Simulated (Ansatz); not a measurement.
# Au wire along [110], 4 atoms a period: bands by functional and under strain, part 2 of 3

What gap, if any, does the Au wire along [110], 4 atoms a period have, and how does it change with the functional and under strain?

Ansatz 0.2.0; DFT PBE, plane waves, PAW; relaxation of a wire's period (the session's first sound run).

So far. Step 2 (Relaxation of atoms and period): The cell's length comes to 2.704 Å with spin left out.

**3. The perfect wire**

This step: DFT PBE, plane waves, PAW; channels and complex bands of a perfect wire (Ansatz 0.2.0).

At the relaxed period the Bloch states of the perfect wire are found at each energy: those that move forward count the open channels, and those that decay describe how a disturbance dies away inside the wire itself. An energy step of 0.035 eV is under the 0.039 eV that the program asks for its thermal average at 300 K.

Contents of input.yaml:

```yaml
crystal:
  lattice:
    - [8.88, 0.0, 0.0]
    - [0.0, 11.212, 0.0]
    - [0.0, 0.0, 2.7040281203]
  atoms:
    - { symbol: Au, position: [0.386950816, 0.681461528, 0.0] }
    - { symbol: Au, position: [0.372069701, 0.431110389, 0.0] }
    - { symbol: Au, position: [0.613049184, 0.31856936, 0.5] }
    - { symbol: Au, position: [0.627930299, 0.568920499, 0.5] }
kpoints:
  mp_grid: { grid: [1, 1, 30] }
  band_path: { path: ["Γ", Z], npoints: 50 }
scf:
  occupations: { method: fermi_dirac, width: 0.05 }
hamiltonian:
  xc: pbe
output:
  transmission:
    e_range: [-2, 2]
    de: 0.035
    kmesh: [1, 1]
    reduced_basis: true
    leads: [[0, 0]]
  dos: { e_range: [-5, 4] }
  write_potential: true
  write_density: true
  volumetric_format: npy
  elf: true
```

On the command line:

```
ansatz run input.yaml --threads 8 --pin off --max-ram 16384MiB --backend cpu --events-out ev --progress --plain --runs-dir out
```

Numbers of over 12 decimals in the logs are rounded to 6 here.

The log of the run:

```text
[...]
Crystal: 4 atoms, lattice volume = 269.220 Å³
Basis set: ecut = 420 eV, 5313 PW (Γ)
Bands: 46, of which v1, the nominal top of the filled ones, is band 38 counted from 1 (37 counted from 0)
Symmetry: 4 space group operations
[...]
k-points: 16 of 30
[...]
SCF iter   1: F=—  HF=-52594.240649 eV  |F-HF|=—  |Δ(HF+E_count)|=         —  Δρ=2.09e-3  dr2=1.69e-2  ethr=1.77e-3  ⟨swp⟩=7.1  Hψ=3035  notcnv=0  defer=3
[...]
SCF iter   8: F=-52594.245314 eV  HF=-52594.245314 eV  |F-HF|=8.04e-9  |Δ(HF+E_count)|=   9.84e-9  Δρ=1.80e-6  dr2=1.64e-8  ethr=1.32e-10  ⟨swp⟩=12.2  Hψ=2115  notcnv=0
SCF 1 converged in 8 iterations: F = -52594.245314 eV  dr2 = 1.64e-8
[...]
NSCF: frozen V_eff on 51 k-points
transmission: 4 of 24 steps passed
transmission: 8 of 24 steps passed
[...]
transmission: 24 of 24 steps passed
WARN: The output density's exchange-correlation potential varies sharply where the density is thin. Do not read a vacuum level from v_tot or v_xc, or from such a field of the output density. On a cell that repeats whose density bears no net charge and no dipole along the vacuum's axis use v_es (v_loc + v_h of the components); under efield.dipole_correction with no amplitude use v_es + v_field, which holds any externa [...]
SCF converged after 8 iterations
Free energy (F): -52594.245314 eV
[...]
Internal energy: -52594.229449 eV  (E = F + TS)
E sigma→0 (E₀):  -52594.237381 eV
Entropy (-TS):   -0.015865 eV (-3.966 meV/atom)
Fermi energy:    1.209565 eV
[...]
--- Band table (eV; the first three rows and the last of 16) ---
  k-point 0: bands = [... 34 lower, -0.2934, -0.2105, 0.0014, 0.0606, 0.2806, 1.1965, 3.0523, 3.3252, ... 4 higher]
  k-point 1: bands = [... 34 lower, -0.3070, -0.2413, -0.0256, 0.0193, 0.3246, 1.2296, 3.1089, 3.3787, ... 4 higher]
  k-point 2: bands = [... 34 lower, -0.3284, -0.3053, -0.0895, -0.0811, 0.4341, 1.3212, 3.2693, 3.5314, ... 4 higher]
  k-point 15: bands = [... 34 lower, 0.2210, 0.2210, 3.2663, 3.2663, 4.8225, 4.8225, 5.8735, 5.8735, ... 4 higher]
--- Transmission ---
  basis      : 873 plane waves across, 4 finite elements along
  points     : 1, standing for a mesh of 1 x 1
  filling    : by the input's occupations and mesh, since the crystals that have channels conduct as metals do. If one of these is a semiconductor, that mesh has misplaced its level
  energies   : 115 from -2.000000 to 1.990000 eV about the Fermi level, 0.035000 eV apart; the leads are filled to 0.000000 eV, and channels, transmission and decay are at -0.005000 eV
  crystal 0  : Au4, at the sites [0, 0], period 2.7040 Å: whole cells are its period
    offset         : up to 0.0000 Å between an atom of the period and one for which it stands
    filled         : 14.8 meV under the level at which it is neutral
    channels       : 4.000000e0 a spin
    conductance    : 2.8207e14 S/m² at 300 K; may be off by some 0.0 % by where its bands' edges are placed, 3.4 % from the distance to neutral
```

Run time: 28 s. Hardware: 8 threads of AMD EPYC 9R45, shared host; peak memory 2.5 GiB; 2.7 min of CPU time.

This step gave:

```yaml
energy_at_zero_smearing: -52594.2374 eV
channels_at_the_energy_nearest_the_fermi_level_one_spin: 4
conductance_of_the_lead_as_this_run_defines_it: 3.625 G₀
band_gap: 0 eV
```

The open channels of the lead, one spin by energy, zero at the Fermi level:

```
energy (eV)  open channels of the lead, one spin
     -2.000                                   11
     -1.790                                    4
     -1.615                                    6
     -1.405                                    4
     -1.195                                    5
     -0.985                                    4
     -0.810                                    3
     -0.600                                    3
     -0.390                                    3
     -0.215                                    3
     -0.005                                    4
      0.205                                    4
      0.415                                    4
      0.590                                    4
      0.800                                    4
      1.010                                    4
      1.185                                    4
      1.395                                    4
      1.605                                    4
      1.815                                    4
```

The slowest values at each energy, most degenerate partners merged, listed up to 1.5 1/Å. Im kz of the slowest decaying states against energy, zero at the Fermi level:

```
energy (eV)  decay 1 (Å⁻¹)  decay 2 (Å⁻¹)  decay 3 (Å⁻¹)  decay 4 (Å⁻¹)
     -2.000         0.0091         0.0923          0.200          0.428
     -1.790         0.0703          0.112          0.131          0.132
     -1.615         0.0756          0.122          0.237          0.422
     -1.405         0.0538         0.0796          0.121          0.206
     -1.195         0.0512          0.154          0.195          0.258
     -0.985         0.0804          0.141          0.203          0.252
     -0.810          0.175          0.188          0.249          0.280
     -0.600          0.214          0.268          0.285          0.300
     -0.390          0.210          0.307          0.311          0.327
     -0.215          0.172          0.308          0.326          0.331
     -0.005          0.308          0.334          0.338          0.452
      0.205          0.306          0.334          0.346          0.502
      0.415          0.300          0.331          0.349          0.537
      0.590          0.292          0.325          0.350          0.543
      0.800          0.279          0.314          0.347          0.549
      1.010          0.259          0.298          0.341          0.552
      1.185          0.237          0.282          0.333          0.554
      1.395          0.203          0.256          0.321          0.554
      1.605          0.152          0.222          0.304          0.553
      1.815         0.0536          0.176          0.284          0.549
```

The electronic bands at the labelled points (eV, zero at the Fermi level):

| point | band 35 | band 36 | band 37 | band 38 | band 39 | band 40 | band 41 | band 42 |
| --- | --- | --- | --- | --- | --- | --- | --- | --- |
| Γ | -1.50 | -1.42 | -1.21 | -1.15 | -0.93 | -0.01 | 1.84 | 2.12 |
| halfway | -2.02 | -1.77 | -1.70 | -0.79 | 0.30 | 1.22 | 3.96 | 4.18 |
| Z | -0.99 | -0.99 | 2.06 | 2.06 | 3.61 | 3.61 | 4.66 | 4.66 |

ELF in the cb plane at fractional x = 0.372, with atoms of Au within 0.2 Å of it. It is the smooth field of the valence electrons, not physical close to the nuclei.

Ten even steps from '0' (0.00) to '9' (0.75), each cell a mean:
```
00000000000000
00000000000000
00000000000000
11111100011111
33322211122233
55544332334455
87765433345677
99875433345789
77765332335677
54443221223444
33222111112223
55443222223445
87765332335677
99875433345789
77765333335677
55443322233445
33322111112233
11111110111111
00000000000000
00000000000000
00000000000000
00000000000000
00000000000000
00000000000000
```
Columns run along c (2.7 Å), rows up along b (11.2 Å). Atoms in or near the plane, at fractional coordinates: Au at (0.00, 0.68), Au at (0.00, 0.43).

Electrostatic potential energy in the cb plane at fractional x = 0.372, with atoms of Au within 0.2 Å of it. With pseudopotentials it is smooth inside the atoms' cores, unlike the true potential.

Ten even steps from '_' (-48 eV) to '@' (6 eV), each cell a mean:
```
@@@@@@@@@@@@@@@@@@@@@@@@@@@@
@@@@@@@@@@@@@@@@@@@@@@@@@@@@
@@@@@@@@@@@@@@@@@@@@@@@@@@@@
@@@@@@@@@@@@@@@@@@@@@@@@@@@@
@@@@@@@@@@@@@@@@@@@@@@@@@@@@
++++**##%%@@@@@@@@@@%%##**++
____..::++##%%@@%%##++::..__
________--**%%%%%%**--______
____..--**%%%%@@%%%%**--..__
****##%%%%@@@@@@@@@@%%%%##**
%%%%@@@@@@@@@@@@@@@@@@@@@@%%
++++**##%%@@@@@@@@@@%%##**++
______::++##%%@@%%##++::____
________--**%%%%%%**--______
____..--++##%%@@%%##++--..__
****##%%%%@@@@@@@@@@%%%%##**
@@@@@@@@@@@@@@@@@@@@@@@@@@@@
@@@@@@@@@@@@@@@@@@@@@@@@@@@@
@@@@@@@@@@@@@@@@@@@@@@@@@@@@
@@@@@@@@@@@@@@@@@@@@@@@@@@@@
@@@@@@@@@@@@@@@@@@@@@@@@@@@@
@@@@@@@@@@@@@@@@@@@@@@@@@@@@
@@@@@@@@@@@@@@@@@@@@@@@@@@@@
@@@@@@@@@@@@@@@@@@@@@@@@@@@@
```
Columns run along c (2.7 Å; values clipped at the 3rd and 97th percentile), rows up along b (11.2 Å). Atoms in or near the plane, at fractional coordinates: Au at (0.00, 0.68), Au at (0.00, 0.43).

Valence density in the cb plane at fractional x = 0.372, with atoms of Au within 0.2 Å of it. It is the smooth field of the valence electrons, not physical close to the nuclei.

Ten even steps from '0' (0 e/Å³) to '9' (14 e/Å³), each cell a mean:
```
00000000000000
00000000000000
00000000000000
00000000000000
00000000000000
11000000000001
55321000001235
98631000001368
54310000000134
00000000000000
00000000000000
11000000000001
65421000001245
98631000001368
54320000000234
00000000000000
00000000000000
00000000000000
00000000000000
00000000000000
00000000000000
00000000000000
00000000000000
00000000000000
```
Columns run along c (2.7 Å), rows up along b (11.2 Å). Atoms in or near the plane, at fractional coordinates: Au at (0.00, 0.68), Au at (0.00, 0.43).

By hand: the program gives 2.8207 × 10^14 S/m² over the cell's cross-section of 99.56 Å² = 9.956 × 10^-19 m², so one cell conducts 2.808 × 10^-4 S. Divided by G0 = 2e²/h = 7.748 × 10^-5 S this is 3.62 G0, a resistance of 3.56 kΩ.

At the computed energy nearest the Fermi level there are 4 channels a spin, and the thermal average gives 3.62 G₀.

**4. Another level of theory, level LDA, cutoff 420 eV**

This step: DFT LDA, plane waves, PAW; bands of a perfect wire at the PBE geometry (Ansatz 0.2.0).

The atoms stay at the PBE geometry and the functional changes. At fixed atoms LDA and the gradient-corrected functionals usually give like bands; this run checks that. Against the first PBE run of this kind, the mesh along the wire has 23 points against 30.

input.yaml, the sections that differ from step 3:

```yaml
kpoints:
  mp_grid: { grid: [1, 1, 23] }
  band_path: { path: ["Γ", Z], npoints: 50 }
hamiltonian:
  xc: lda
# crystal, scf: as in step 3
# output: removed
```

The log of the run:

```text
[...]
Crystal: 4 atoms, lattice volume = 269.220 Å³
Basis set: ecut = 420 eV, 5313 PW (Γ)
Bands: 46, of which v1, the nominal top of the filled ones, is band 38 counted from 1 (37 counted from 0)
Symmetry: 4 space group operations
[...]
k-points: 12 of 23
[...]
SCF iter   1: F=—  HF=-51455.101871 eV  |F-HF|=—  |Δ(HF+E_count)|=         —  Δρ=4.05e-3  dr2=4.66e-2  ethr=1.77e-3  ⟨swp⟩=6.9  Hψ=2270  notcnv=0  defer=2
[...]
SCF iter   8: F=-51455.094141 eV  HF=-51455.094141 eV  |F-HF|=6.08e-9  |Δ(HF+E_count)|=   2.73e-8  Δρ=3.98e-6  dr2=6.55e-8  ethr=1.32e-10  ⟨swp⟩=10.5  Hψ=1903  notcnv=0
SCF 1 converged in 8 iterations: F = -51455.094141 eV  dr2 = 6.55e-8
[...]
SCF converged after 8 iterations
Free energy (F): -51455.094141 eV
[...]
Internal energy: -51455.072306 eV  (E = F + TS)
E sigma→0 (E₀):  -51455.083224 eV
Entropy (-TS):   -0.021836 eV (-5.459 meV/atom)
Fermi energy:    0.830679 eV
[...]
--- Band table (eV; the first three rows and the last of 12) ---
  k-point 0: bands = [... 34 lower, -0.6357, -0.5556, -0.3443, -0.2857, -0.1228, 0.7951, 2.6530, 2.9822, ... 4 higher]
  k-point 1: bands = [... 34 lower, -0.6606, -0.6080, -0.3906, -0.3557, -0.0480, 0.8508, 2.7502, 3.0751, ... 4 higher]
  k-point 2: bands = [... 34 lower, -0.7512, -0.6669, -0.5250, -0.4552, 0.1208, 0.9979, 3.0166, 3.3323, ... 4 higher]
  k-point 11: bands = [... 34 lower, -0.1835, -0.1293, 2.3015, 3.2956, 3.8606, 4.8951, 4.9771, 5.8291, ... 4 higher]
```

Run time: 1.3 s. Hardware: 8 threads; peak memory 0.88 GiB; 8.6 s of CPU time.

Numbers from this step:

```
energy at zero smearing : -51455.0832 eV
```

Electronic bands along the path, in eV, zero at the Fermi level:

```csv
point,band 35,band 36,band 37,band 38,band 39,band 40,band 41,band 42
Γ,-1.47,-1.39,-1.17,-1.12,-0.95,-0.04,1.82,2.15
halfway,-1.99,-1.74,-1.67,-0.80,0.27,1.18,3.97,4.27
Z,-0.97,-0.97,2.01,2.01,3.55,3.55,4.60,4.60
```

Bands cross the Fermi level, as under PBE at the relaxed period.

**5. Another level of theory, level PBEsol, cutoff 420 eV**

This step: DFT PBEsol, plane waves, PAW; bands of a perfect wire at the PBE geometry (Ansatz 0.2.0).

The atoms stay at the PBE geometry and the functional changes. At fixed atoms LDA and the gradient-corrected functionals usually give like bands; this run checks that. Against the first PBE run of this kind, the mesh along the wire has 23 points against 30.

Edit input.yaml of step 4 so:

```diff
@@ -16,2 +16,2 @@
 hamiltonian:
-  xc: lda
+  xc: pbesol
```

The log of the run:

```text
[...]
Crystal: 4 atoms, lattice volume = 269.220 Å³
Basis set: ecut = 420 eV, 5313 PW (Γ)
Bands: 46, of which v1, the nominal top of the filled ones, is band 38 counted from 1 (37 counted from 0)
Symmetry: 4 space group operations
[...]
k-points: 12 of 23
[...]
--- Band table (eV; the first three rows and the last of 12) ---
  k-point 0: bands = [... 34 lower, -0.4009, -0.3193, -0.1074, -0.0482, 0.1492, 1.0750, 2.9229, 3.2505, ... 4 higher]
  k-point 1: bands = [... 34 lower, -0.4212, -0.3715, -0.1518, -0.1175, 0.2224, 1.1305, 3.0199, 3.3428, ... 4 higher]
  k-point 2: bands = [... 34 lower, -0.5143, -0.4265, -0.2858, -0.2095, 0.3907, 1.2775, 3.2859, 3.5986, ... 4 higher]
  k-point 11: bands = [... 34 lower, 0.0618, 0.1165, 2.5563, 3.5450, 4.1330, 5.1584, 5.2753, 6.1210, ... 4 higher]
[key lines of the parts left out:]
SCF converged after 8 iterations
Free energy (F): -52024.310676 eV
Fermi energy:    1.106909 eV
```

The job ended after 1.3 s (8 threads; peak memory 0.88 GiB).

Electronic bands along the path, in eV, zero at the Fermi level:

```
  point  band 35  band 36  band 37  band 38  band 39  band 40  band 41  band 42
      Γ    -1.51    -1.43    -1.21    -1.16    -0.96    -0.03     1.82     2.14
halfway    -2.03    -1.78    -1.71    -0.82     0.27     1.19     3.96     4.25
      Z    -1.00    -1.00     1.98     1.98     3.55     3.55     4.62     4.62
```

Bands cross the Fermi level, as under PBE at the relaxed period.

**6. Levels at the same atoms, level r2SCAN, cutoff 500 eV**

This step: DFT r2SCAN, plane waves, PAW; bands of a perfect wire at the PBE geometry (Ansatz 0.2.0).

The atoms stay at the PBE geometry and the functional changes. r2SCAN also reads the kinetic-energy density; it often gives larger moments and wider gaps than PBE, at a higher cost. Against the first PBE run of this kind, the cutoff is 500 eV against 420 and the mesh along the wire has 23 points against 30.

Edit input.yaml of step 5 so:

```diff
@@ -16,2 +16,2 @@
 hamiltonian:
-  xc: pbesol
+  xc: r2scan
```

The log of the run:

```text
[...]
Crystal: 4 atoms, lattice volume = 269.220 Å³
Basis set: ecut = 500 eV, 6765 PW (Γ), exchange–correlation on 288×360×80 points (64 copies of the dense FFT grid, shifted against one another)
Bands: 46, of which v1, the nominal top of the filled ones, is band 38 counted from 1 (37 counted from 0)
Symmetry: 4 space group operations
[...]
k-points: 12 of 23
[...]
--- Band table (eV; the first three rows and the last of 12) ---
  k-point 0: bands = [... 34 lower, -0.5852, -0.4982, -0.2697, -0.2083, 0.1498, 1.1449, 3.1281, 3.4499, ... 4 higher]
  k-point 1: bands = [... 34 lower, -0.5692, -0.5501, -0.3074, -0.2754, 0.2191, 1.1999, 3.2236, 3.5410, ... 4 higher]
  k-point 2: bands = [... 34 lower, -0.6925, -0.5732, -0.4417, -0.3326, 0.3888, 1.3487, 3.4878, 3.7952, ... 4 higher]
  k-point 11: bands = [... 34 lower, -0.0529, 0.0028, 2.7530, 3.8179, 4.3777, 5.4667, 5.5323, 6.4294, ... 4 higher]
[key lines of the parts left out:]
SCF converged after 9 iterations
Free energy (F): -52650.360739 eV
Fermi energy:    1.173906 eV
```

Wall time 2.8 s (8 threads); peak memory 1.5 GiB; 20 s of CPU time.

Bands cross the Fermi level, as under PBE at the relaxed period.

**7. Two-component spinors**

This step: DFT PBE, plane waves, fully relativistic PAW; bands of a perfect wire with spin-orbit coupling (Ansatz 0.2.0).

Spin-orbit coupling mixes the spins and splits bands that cross or touch without it, so it can open or close channels. Fully relativistic datasets take the place of the scalar ones. Against the first PBE run of this kind, the mesh along the wire has 19 points against 30.

Edit input.yaml of step 6 so:

```diff
@@ -11,3 +11,3 @@
 kpoints:
-  mp_grid: { grid: [1, 1, 23] }
+  mp_grid: { grid: [1, 1, 19] }
   band_path: { path: ["Γ", Z], npoints: 50 }
@@ -16,2 +16,6 @@
 hamiltonian:
-  xc: r2scan
+  xc: pbe
+  pseudopotentials: { kind: paw_fr }
+magnetization:
+  noncollinear: true
+  spin_orbit: true
```

The log of the run:

```text
[...]
non-collinear run that drives no moment, with spin-orbit: no starting moment large enough to seed its density (crystal.atoms[].spin), no starting occupations that ask for one, no magnetisation constraint and no magnetic field, so the semilocal B_xc is pinned to zero
Crystal: 4 atoms, lattice volume = 269.220 Å³
Basis set: ecut = 420 eV, 5313 PW (Γ)
Bands: 92, of which v1, the nominal top of the filled ones, is band 76 counted from 1 (75 counted from 0)
Symmetry: 4 space group operations + 4 with time reversal
[...]
k-points: 10 of 19
Projection manifold: j_resolved (fully-relativistic pseudo-atomic orbitals)
[...]
SCF iter   1: F=—  HF=-52744.765183 eV  |F-HF|=—  |Δ(HF+E_count)|=         —  Δρ=2.93e-2  dr2=2.61e0  dr2_m=0.00e0 (ungated)  ethr=3.10e-3  |M|=0.00e0 ∫|m|=0.00e0 μB  |m|>n=0.0e0 m-floor=0.0e0 τ_xc=0.0e0  β_m=1.00  ⟨swp⟩=8.2  Hψ=2230  notcnv=0  defer=44
[...]
spin=Noncollinear: LDOS preconditioning applied to the charge; magnetization (m_x, m_y, m_z) channels mix plain (no charge-response kernel on spin).
SCF iter   2: F=—  HF=-52744.714948 eV  |F-HF|=—  |Δ(HF+E_count)|=   5.02e-2  Δρ=2.85e-2  dr2=2.30e0  dr2_m=0.00e0 (ungated)  ethr=3.10e-3  |M|=0.00e0 ∫|m|=0.00e0 μB  |m|>n=0.0e0 m-floor=0.0e0 τ_xc=0.0e0  β_m=0.74  ⟨swp⟩=2.4  Hψ=978  notcnv=0  defer=78
[...]
SCF iter   9: F=-52744.017089 eV  HF=-52744.017089 eV  |F-HF|=3.46e-9  |Δ(HF+E_count)|=   4.43e-7  Δρ=4.01e-6  dr2=5.23e-8  dr2_m=0.00e0 (ungated)  ethr=1.32e-10  |M|=0.00e0 ∫|m|=0.00e0 μB  |m|>n=0.0e0 m-floor=0.0e0 τ_xc=0.0e0  ⟨swp⟩=13.6  Hψ=1861  notcnv=0
SCF 1 converged in 9 iterations: F = -52744.017089 eV  dr2 = 5.23e-8
[...]
SCF converged after 9 iterations
Magnetization: |M| = 0.0000 μB,  M = (+0.0000, +0.0000, +0.0000) μB
Absolute magnetization: 0.0000 μB (∫|m|)
  site 0: m = (+0.0000, +0.0000, +0.0000) μB, |m| = 0.0000 μB  (R = 1.12 Å)
  site 1: m = (+0.0000, +0.0000, +0.0000) μB, |m| = 0.0000 μB  (R = 1.12 Å)
  site 2: m = (+0.0000, +0.0000, +0.0000) μB, |m| = 0.0000 μB  (R = 1.12 Å)
  site 3: m = (+0.0000, +0.0000, +0.0000) μB, |m| = 0.0000 μB  (R = 1.12 Å)
Free energy (F): -52744.017089 eV
[...]
Internal energy: -52743.991955 eV  (E = F + TS)
E sigma→0 (E₀):  -52744.004522 eV
Entropy (-TS):   -0.025133 eV (-6.283 meV/atom)
Fermi energy:    1.240932 eV
[...]
--- Band table (eV; the first three rows and the last of 10) ---
  k-point 0: bands = [... 72 lower, 0.1540, 0.1540, 0.3315, 0.3315, 0.4891, 0.4891, 1.2012, 1.2012, ... 12 higher]
  k-point 1: bands = [... 72 lower, 0.0847, 0.0847, 0.3066, 0.3066, 0.5185, 0.5185, 1.2770, 1.2770, ... 12 higher]
  k-point 2: bands = [... 72 lower, -0.0471, -0.0471, 0.1640, 0.1640, 0.6966, 0.6966, 1.4722, 1.4722, ... 12 higher]
  k-point 9: bands = [... 72 lower, 2.5202, 2.5202, 3.6096, 3.6096, 4.0724, 4.0724, 5.1083, 5.1083, ... 12 higher]
```

Run time: 11 s. Hardware: 8 threads; peak memory 2.9 GiB.

Numbers from this step:

```yaml
energy_at_zero_smearing: -52744.0045 eV
```

The electronic bands at the labelled points (eV, zero at the Fermi level):

```
  point  band 73  band 74  band 75  band 76  band 77  band 78  band 79  band 80
      Γ    -1.09    -1.09    -0.91    -0.91    -0.75    -0.75    -0.04    -0.04
halfway    -1.60    -1.60    -0.78    -0.78     0.28     0.28     1.15     1.15
      Z     1.90     1.90     1.90     1.90     3.39     3.39     3.39     3.39
```

Bands cross the Fermi level, as under PBE at the relaxed period, with no moment.

(Part 2 of 3 ends here.)

[Logs are printed without paths, hosts, clocks, repeated set-up lines and the standing remarks that a program may print on its own settings, such as how far it seeks lower states.]

[Hosts, paths, dates, database ids (printed as entryN), source tags and the programs' standing remarks are cut or masked in the printed files.]
